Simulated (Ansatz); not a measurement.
# λ, α²F and ρ(T) of Ag-Pt-Ag stack of (100) layers

Aim: how strongly do electrons couple to phonons in Ag-Pt-Ag stack of (100) layers, and what resistivity does that give?

Method: DFT LDA, scalar-relativistic, plane waves, PAW, in Ansatz 0.2.0.

Most raw output is cut from this account.

### Step 1. Set-up

The cell holds 3 atoms: 2 Ag and 1 Pt. Its edges and angles: a = 2.772 Å, b = 2.772 Å, c = 14.920 Å, α = 90.0°, β = 90.0°, γ = 90.0°. Vacuum lies along c.

Coordinates:

```cif
data_structure
_symmetry_space_group_name_H-M 'P 1'
_symmetry_Int_Tables_number 1
_cell_length_a 2.7719
_cell_length_b 2.7719
_cell_length_c 14.9200
_cell_angle_alpha 90.000
_cell_angle_beta 90.000
_cell_angle_gamma 90.000
_cell_volume 114.63
loop_
_atom_site_label
_atom_site_type_symbol
_atom_site_fract_x
_atom_site_fract_y
_atom_site_fract_z
_atom_site_occupancy
Ag1 Ag 0.00000 0.00000 0.36863 1
Pt2 Pt 0.50000 0.50000 0.50000 1
Ag3 Ag 0.00000 0.00000 0.63137 1
```

### Step 2. Relaxation

The structure is brought to rest under this functional.

File input.yaml:

```yaml
crystal:
  lattice:
    - [2.77186, 0.0, 0.0]
    - [0.0, 2.77186, 0.0]
    - [0.0, 0.0, 14.92]
  atoms:
    - { symbol: Ag, position: [0.0, 0.0, 0.36863271] }
    - { symbol: Pt, position: [0.5, 0.5, 0.5] }
    - { symbol: Ag, position: [0.0, 0.0, 0.63136729] }
  periodic: [true, true, false]
kpoints:
  mp_grid: { grid: [10, 10, 1] }
hamiltonian:
  xc: lda
scf:
  occupations: { method: gaussian, width: 0.1 }
output:
  forces: true
  stress: true
  eigenvalues: true
  write_density: true
  write_potential: true
  elf: true
  volumetric_format: npy
relax:
  adjacent_minimum: "off"
  f_tol: 0.005
  max_steps: 80
  cell: { stress_2d_tol: 0.02 }
```

The run is started by

```bash
$ ansatz run input.yaml --threads 8 --pin off --max-ram 16384MiB --backend cpu --events-out ev --progress --plain --runs-dir out
```

Elapsed: 12 s, on 8 threads of Arm Neoverse V2, shared host; peak memory 0.75 GiB.

Step by step:

```
step  energy less that of the first step (eV)  largest force component (eV/Å)  volume (Å³)
   1                                   0.0000                          0.0986       243.10
   2                                  -0.0494                          0.0887       233.26
   3                                  -0.0484                          0.1985       228.78
   4                                  -0.0556                          0.0170       229.13
   5                                  -0.0557                          0.0058       229.44
   6                                  -0.0557                          0.0000       229.36
  7*                                  -0.0551                          0.0000       229.36
```

Relaxation steps marked * repeat the geometry before them on a plane-wave basis chosen anew for their cell, so energy and pressure can jump there. Relaxation step 3 was tried and not accepted.

Forces are held to the 16 operations that the run works with; a distortion that breaks them can't arise in this run.

```
cell as run  before  after  change
      a (Å)   2.772  2.692  -2.9 %
      b (Å)   2.772  2.692  -2.9 %
```

The atoms that moved most (Å, along periodic axes as changes of fractional coordinates times the final cell, across vacuum about the mean position):

| atom | dx | dy | dz | length |
| --- | --- | --- | --- | --- |
| Ag1 | 0.000 | 0.000 | -0.101 | 0.101 |
| Ag3 | 0.000 | 0.000 | 0.101 | 0.101 |

Final coordinates:

```xyz
3
Lattice="2.6924 0.0000 0.0000 0.0000 2.6924 0.0000 0.0000 0.0000 31.6400" Properties=species:S:1:pos:R:3
Ag    0.0000    0.0000    5.3988
Pt    1.3462    1.3462    7.4600
Ag    0.0000    0.0000    9.5212
```

Numbers from this step:

```
metallic on mesh  : yes
gap on the k-mesh : 0 eV
```

ELF in the ca plane at fractional y = 0.000, with atoms of Ag within 0.2 Å of it. It is the smooth field of the valence electrons, not physical close to the nuclei.

Ten even steps from '0' (0.00) to '9' (0.83), each cell a mean:
```
00000000001236887421111247975311000000000000
00000000001124665222222235654211000000000000
00000000001122332222332222332211000000000000
00000000001122222223333222222211000000000000
00000000001122222223332222222211000000000000
00000000001123554222222224543211000000000000
00000000001235776322221246775211000000000000
00000000001236997421111258985311000000000000
```
Columns run along c (16.0 Å, from fractional 0.00 to 0.51 of the cell), rows up along a (2.7 Å). Atoms in or near the plane, at fractional coordinates: Ag at (0.17, 0.00), Ag at (0.30, 0.00).

Valence density in the ca plane at fractional y = 0.000, with atoms of Ag within 0.2 Å of it. It is the smooth field of the valence electrons, not physical close to the nuclei.

Ten steps, logarithmic in the rise over the least value, from '0' (0 e/Å³) to '9' (19 e/Å³), each cell a mean:
```
00000000000136997421111258986200000000000000
00000000000024675311111236764100000000000000
00000000000012343211221123432100000000000000
00000000000001221112222111211000000000000000
00000000000011222112221112221000000000000000
00000000000013564211111135653100000000000000
00000000000126887421111247885200000000000000
00000000000137998521111268996300000000000000
```
Columns run along c (16.0 Å, from fractional 0.00 to 0.51 of the cell), rows up along a (2.7 Å). Atoms in or near the plane, at fractional coordinates: Ag at (0.17, 0.00), Ag at (0.30, 0.00).

Electrostatic potential energy in the ca plane at fractional y = 0.000, with atoms of Ag within 0.2 Å of it. With pseudopotentials it is smooth inside the atoms' cores, unlike the true potential.

Ten even steps from '0' (-44 eV) to '9' (0 eV), each cell a mean:
```
99999999999962001589999840003799999999999999
99999999999984213789999863125899999999999999
99999999999997657899889986568999999999999999
99999999999999888998889998889999999999999999
99999999999998778998889988778999999999999999
99999999999986335799999874346899999999999999
99999999999973002589999841014799999999999999
99999999999961000489999730002799999999999999
```
Columns run along c (16.0 Å, from fractional 0.00 to 0.51 of the cell; values clipped at the 3rd and 97th percentile), rows up along a (2.7 Å). Atoms in or near the plane, at fractional coordinates: Ag at (0.17, 0.00), Ag at (0.30, 0.00).

### Step 3. Relaxing tightly for phonons

No force is left; the cell is relaxed once more with another smearing and tight thresholds.

input.yaml, the sections that differ from step 2:

```yaml
crystal:
  lattice:
    - [2.6924164226, 0.0, 0.0]
    - [0.0, 2.6924164226, 0.0]
    - [0.0, 0.0, 31.6399998672]
  atoms:
    - { symbol: Ag, position: [0.0, 0.0, 0.1706306582] }
    - { symbol: Pt, position: [0.5, 0.5, 0.2357774978] }
    - { symbol: Ag, position: [0.0, 0.0, 0.3009243375] }
  periodic: [true, true, false]
kpoints:
  mp_grid: { grid: [12, 12, 1] }
scf:
  occupations: { method: methfessel_paxton, width: 0.2 }
relax:
  adjacent_minimum: "off"
  f_tol: 0.001
  max_steps: 60
  cell: { stress_2d_tol: 0.002 }
# hamiltonian, output: as in step 2
```

Run time: 10 s. Hardware: 8 threads; peak memory 0.8 GiB; 76 s of CPU time.

Relaxation path:

```csv
step,energy less that of the first step (eV),largest force component (eV/Å),volume (Å³)
1,0.0000,0.0319,229.36
2,-0.0002,0.0251,229.83
3,-0.0003,0.0053,230.45
4,-0.0004,0.0000,230.18
5,-0.0004,0.0000,230.18
```

The log counts 1 steps on a newly chosen plane-wave basis, not all of them marked here; energy and pressure can jump at such steps.

```csv
cell as run,before,after,change
a (Å),2.692,2.697,+0.2 %
b (Å),2.692,2.697,+0.2 %
```

The atoms that moved most (Å, along periodic axes as changes of fractional coordinates times the final cell, across vacuum about the mean position):

| atom | dx | dy | dz | length |
| --- | --- | --- | --- | --- |
| Ag1 | 0.000 | 0.000 | 0.010 | 0.010 |
| Ag3 | 0.000 | 0.000 | -0.010 | 0.010 |

The relaxed structure:

```xyz
3
Lattice="2.6972 0.0000 0.0000 0.0000 2.6972 0.0000 0.0000 0.0000 31.6400" Properties=species:S:1:pos:R:3
Ag    0.0000    0.0000    5.4089
Pt    1.3486    1.3486    7.4600
Ag    0.0000    0.0000    9.5111
```

Electrostatic potential energy in the ca plane at fractional y = 0.000, with atoms of Ag within 0.2 Å of it. With pseudopotentials it is smooth inside the atoms' cores, unlike the true potential.

Ten even steps from '0' (-43 eV) to '9' (0 eV), each cell a mean:
```
99999999999962001589999830003799999999999999
99999999999984213789999863125899999999999999
99999999999997657899889986568999999999999999
99999999999999888998889998889999999999999999
99999999999998778999889988778999999999999999
99999999999986334799999874346899999999999999
99999999999973001589999841014899999999999999
99999999999961000489999730002799999999999999
```
Columns run along c (16.0 Å, from fractional 0.00 to 0.51 of the cell; values clipped at the 3rd and 97th percentile), rows up along a (2.7 Å). Atoms in or near the plane, at fractional coordinates: Ag at (0.17, 0.00), Ag at (0.30, 0.00).

ELF in the ca plane at fractional y = 0.000, with atoms of Ag within 0.2 Å of it. It is the smooth field of the valence electrons, not physical close to the nuclei.

Values, 5 rows by 16 columns, each cell a mean:
```
0.00 0.00 0.01 0.08 0.28 0.64 0.28 0.17 0.22 0.62 0.36 0.10 0.02 0.00 0.00 0.00
0.00 0.00 0.01 0.08 0.19 0.31 0.20 0.26 0.21 0.30 0.22 0.10 0.02 0.00 0.00 0.00
0.00 0.00 0.01 0.07 0.17 0.19 0.21 0.29 0.22 0.19 0.18 0.09 0.02 0.00 0.00 0.00
0.00 0.00 0.01 0.08 0.22 0.43 0.22 0.23 0.20 0.41 0.26 0.10 0.02 0.00 0.00 0.00
0.00 0.00 0.01 0.08 0.31 0.72 0.31 0.15 0.23 0.70 0.40 0.10 0.02 0.00 0.00 0.00
```
Columns run along c (16.0 Å, from fractional 0.00 to 0.51 of the cell), rows up along a (2.7 Å). Atoms in or near the plane, at fractional coordinates: Ag at (0.17, 0.00), Ag at (0.30, 0.00).

Valence density in the ca plane at fractional y = 0.000, with atoms of Ag within 0.2 Å of it. It is the smooth field of the valence electrons, not physical close to the nuclei.

Values in e/Å³, 5 rows by 16 columns, each cell a mean:
```
 0  0  0  0  1 10  1  0  1  9  2  0  0  0  0  0
 0  0  0  0  0  1  0  0  0  1  0  0  0  0  0  0
 0  0  0  0  0  0  0  0  0  0  0  0  0  0  0  0
 0  0  0  0  0  3  1  0  0  3  1  0  0  0  0  0
 0  0  0  0  1 14  2  0  1 13  3  0  0  0  0  0
```
Columns run along c (16.0 Å, from fractional 0.00 to 0.51 of the cell), rows up along a (2.7 Å). Atoms in or near the plane, at fractional coordinates: Ag at (0.17, 0.00), Ag at (0.30, 0.00).

### Step 4. Phonons by linear response: q 2×2×1, k 6×6×1

Before any scattering is computed, the phonons show whether the structure is a minimum.

File input.yaml:

```yaml
crystal:
  lattice:
    - [2.6972121058, 0.0, 0.0]
    - [0.0, 2.6972121058, 0.0]
    - [0.0, 0.0, 31.6399998672]
  atoms:
    - { symbol: Ag, position: [0.0, 0.0, 0.1709515585] }
    - { symbol: Pt, position: [0.5, 0.5, 0.2357774978] }
    - { symbol: Ag, position: [0.0, 0.0, 0.3006034371] }
  periodic: [true, true, false]
kpoints:
  mp_grid: { grid: [6, 6, 1] }
hamiltonian:
  xc: lda
scf:
  occupations: { method: methfessel_paxton, width: 0.2 }
output:
  eigenvalues: true
phonons:
  method: dfpt
  qmesh: [2, 2, 1]
  temperatures: { t_max: 1000, t_step: 50 }
  qpath:
    path: [[0.0, 0.0, 0.0], [0.0, 0.5, 0.0], [0.5, 0.5, 0.0], [0.0, 0.0, 0.0]]
    npoints: 10
```

Elapsed: 38 s, on 8 threads; peak memory 1 GiB.

Numbers from this step:

```
zero point energy                                                              : 0.06752 eV/cell
share of imaginary modes in the plain interpolation between solved wavevectors : 0.006
highest frequency, solved or plainly interpolated                              : 198.9 cm⁻¹
```

Solved on the 2×2×1 mesh alone; all other wavevectors are interpolated. The phonon branches at the labelled points (cm⁻¹):

```
  point  branch 1  branch 2  branch 3  branch 4  branch 5  branch 6  branch 7  branch 8  branch 9
      Γ         0         0         0        70        70       101       101       124       170
halfway        44        44        61        81       102       133       141       162       167
      X        51        56        79        93       107       115       192       193       199
halfway        85       103       108       115       134       138       175       193       194
      M       101       111       113       122       122       188       188       194       194
halfway        62        76       108       126       140       141       154       157       161
      Γ         0         0         0        70        70       101       101       124       170
```

Lowest modes at the softest wavevector of the mesh. The modes at q = (0.500, 0.000, 0.000) (shares of kinetic energy by element, %):

```csv
mode,frequency (cm⁻¹),Ag %,Pt %
1,51.2,100,0
2,56.0,100,0
3,79.2,79,21
4,92.9,13,87
5,107.0,0,100
6,114.7,100,0
```

Displacements in mode 1 (51.2 cm⁻¹), the largest set to 1, in the home cell:
```
Ag1  0.00  1.00  0.00
Pt2  0.00  0.00  0.00
Ag3  0.00 -1.00  0.00
```

Displacements in mode 2 (56.0 cm⁻¹), the largest set to 1, in the home cell:
```
Ag1 0.00 1.00 0.00
Pt2 0.00 0.00 0.00
Ag3 0.00 1.00 0.00
```

Among the solved wavevectors the lowest mode, translations apart, is 51.2 cm⁻¹, so these are real on this k mesh.

### Step 5. Resistivity: q 3×3×1, k 9×9×1, scattering 12×12×1

Phonons, couplings and the Boltzmann equation in one run.

Changes to input.yaml since step 4:

```diff
@@ -11,3 +11,3 @@
 kpoints:
-  mp_grid: { grid: [6, 6, 1] }
+  mp_grid: { grid: [9, 9, 1] }
 hamiltonian:
@@ -20,3 +20,3 @@
   method: dfpt
-  qmesh: [2, 2, 1]
+  qmesh: [3, 3, 1]
   temperatures: { t_max: 1000, t_step: 50 }
@@ -25 +25,4 @@
     npoints: 10
+  electrical_resistivity:
+    mesh: [12, 12, 1]
+    temperatures: [20.0, 50.0, 77.0, 100.0, 150.0, 200.0, 300.0, 400.0, 600.0, 800.0]
```

Wall time 2.2 min (8 threads); peak memory 3.2 GiB.

Numbers from this step:

```
zero point energy                                                              : 0.06774 eV/cell
share of imaginary modes in the plain interpolation between solved wavevectors : 0
highest frequency, solved or plainly interpolated                              : 200.3 cm⁻¹
cell height                                                                    : 31.64 Å
sheet resistance 300K                                                          : 53.64 Ω/square, mean in the plane
resistivity at 300 K                                                           : 16.97 μΩ cm, mean of the axes, of the whole cell with its vacuum
coupling constant λ                                                            : 0.2525
density of states at the Fermi level                                           : 0.8676 states/eV a spin and cell
log mean phonon energy ħω_log                                                  : 10.94 meV
transport coupling constant λ_tr                                               : 0.2794, 0.2794, 0 (xx, yy, zz)
Drude plasma energy                                                            : 3.675, 3.675, 0 eV (xx, yy, zz), of the whole cell with its vacuum
second-moment phonon energy ħω₂                                                : 13.33 meV, from the broadened α²F curve
```

The Eliashberg function α²F has structure finer than the step of the table below, so its rows give means over 1 meV, whole bins alone (the curve runs from 0.097 to 24.7 meV). Peaks (meV: height): α²F 9.0: 0.107, 11.2: 0.172, 15.6: 0.127, 18.5: 0.311, 23.0: 0.140; α²F tr 11.2: 0.236, 13.7: 0.169, 15.8: 0.142, 18.5: 0.320, 22.8: 0.197.

Eliashberg function α²F against phonon energy; means over each step:

```
phonon energy (meV)      α²F   α²F tr
                  1   7.2e-4   3.4e-4
                  2  0.00330  0.00153
                  3  0.00515  0.00293
                  4  0.00942  0.00621
                  5   0.0243   0.0119
                  6   0.0338   0.0178
                  7   0.0391   0.0259
                  8   0.0534   0.0304
                  9   0.0970   0.0488
                 10   0.0827    0.113
                 11    0.155    0.215
                 12    0.135    0.179
                 13   0.0986    0.135
                 14   0.0861    0.143
                 15   0.0881    0.120
                 16   0.0988    0.124
                 17   0.0925    0.126
                 18    0.126    0.145
                 19   0.0465   0.0559
                 20   0.0216   0.0376
                 21   0.0329   0.0544
                 22   0.0512   0.0798
                 23    0.107    0.148
                 24   0.0565   0.0662
```

The self-energy step met imaginary modes, so this run fell back to plain Fourier phonons and is not comparable with runs that kept it. Some states were left unconverged by the eigensolver. By its own test the run is not converged in the mesh. λ = 0.253 and 53.6 Ω per square at 300 K. The run's own test puts 16 % between its two finest meshes on the component of the resistivity at 300 K that moves most, so it is not converged. By the run's own test λ moves by 11 % between its two finest scattering meshes.

### Step 6. Electron–phonon run: q 3×3×1, k 12×12×1, scattering 16×16×1

The next rung changes the k mesh of the density and its response; the scattering mesh, which samples the Fermi surface.

Changes to input.yaml since step 5:

```diff
@@ -11,3 +11,3 @@
 kpoints:
-  mp_grid: { grid: [9, 9, 1] }
+  mp_grid: { grid: [12, 12, 1] }
 hamiltonian:
@@ -26,3 +26,3 @@
   electrical_resistivity:
-    mesh: [12, 12, 1]
+    mesh: [16, 16, 1]
     temperatures: [20.0, 50.0, 77.0, 100.0, 150.0, 200.0, 300.0, 400.0, 600.0, 800.0]
```

Wall time 3.4 min (8 threads); peak memory 3.8 GiB.

This step gave:

- zero point energy: 0.06783 eV/cell
- highest frequency, solved or plainly interpolated: 201.5 cm⁻¹
- sheet resistance 300K: 53.24 Ω/square, mean in the plane
- resistivity at 300 K: 16.85 μΩ cm, mean of the axes, of the whole cell with its vacuum
- coupling constant λ: 0.261
- density of states at the Fermi level: 0.8951 states/eV a spin and cell
- log mean phonon energy ħω_log: 11.15 meV
- transport coupling constant λ_tr: 0.3189, 0.3189, 0 (xx, yy, zz)
- Drude plasma energy: 3.861, 3.861, 0 eV (xx, yy, zz), of the whole cell with its vacuum
- second-moment phonon energy ħω₂: 13.52 meV, from the broadened α²F curve

(Continued in part 2 of 2.)

[Logs are printed without paths, hosts, clocks, repeated set-up lines and the standing remarks that a program may print on its own settings, such as how far it seeks lower states.]

[Hosts, paths, dates, database ids (printed as entryN), source tags and the programs' standing remarks are cut or masked in the printed files.]
